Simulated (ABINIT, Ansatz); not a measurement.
An input for ABINIT 10.8.3 (KZnF3 (Pm-3m)):

```
acell 3*1.0 Angstrom
rprim 
  4.050000000000 0.000000000000 0.000000000000
  0.000000000000 4.050000000000 0.000000000000
  0.000000000000 0.000000000000 4.050000000000
ntypat 3
znucl 19 30 9
natom 5
typat 1 2 3 3 3
xred 
  0.000000000000 0.000000000000 0.000000000000
  0.500000000000 0.500000000000 0.500000000000
  0.500000000000 0.500000000000 0.000000000000
  0.000000000000 0.500000000000 0.500000000000
  0.500000000000 0.000000000000 0.500000000000
pp_dirpath "pseudos"
pseudos "K.upf, Zn.upf, F.upf"
ecut 36
ngkpt 2 2 2
nshiftk 1
shiftk 0 0 0
kptopt 1
chksymbreak 0
iscf -2
irdden 1
istwfk *1
nband 81
nbdbuf 6
tolwfr 1e-09
nstep 60
prtvol 0
wfoptalg 111
paral_kgb 1
np_spkpt 4
npband 1
npfft 1
indata_prefix "in"
outdata_prefix "out"
tmpdata_prefix "tmp"
```

```sh
OMP_NUM_THREADS=1 mpirun -n 4 abinit run.abi > log
```

Q: How long will it take on 4 MPI ranks of Arm Neoverse N1, host not shared, and how much memory?

It took 94 s; on shared hardware allow 47 s to 3.1 min. Peak host memory was 0.43 GiB.

[Paths, hosts, dates, memory and timing lines, banners, echoed tables and standing remarks are left out of the program output.]

[Logs are printed without paths, hosts, clocks, repeated set-up lines and the standing remarks that a program may print on its own settings, such as how far it seeks lower states.]

[Runs of the session that timed out or met a known fault of the program may be left out.]

[Hosts, paths, dates, database ids (printed as entryN), source tags and the programs' standing remarks are cut or masked in the printed files.]

[G0W0 gaps are taken among the corrected bands and points alone; a level outside them can change the order at an edge.]

[Where Ansatz stands beside ABINIT at settings called matched, ABINIT's density can come from a denser mesh and the files from another edition; pairs whose starting gaps differed by over 0.03 eV were left out, so agreement reads better than it is.]
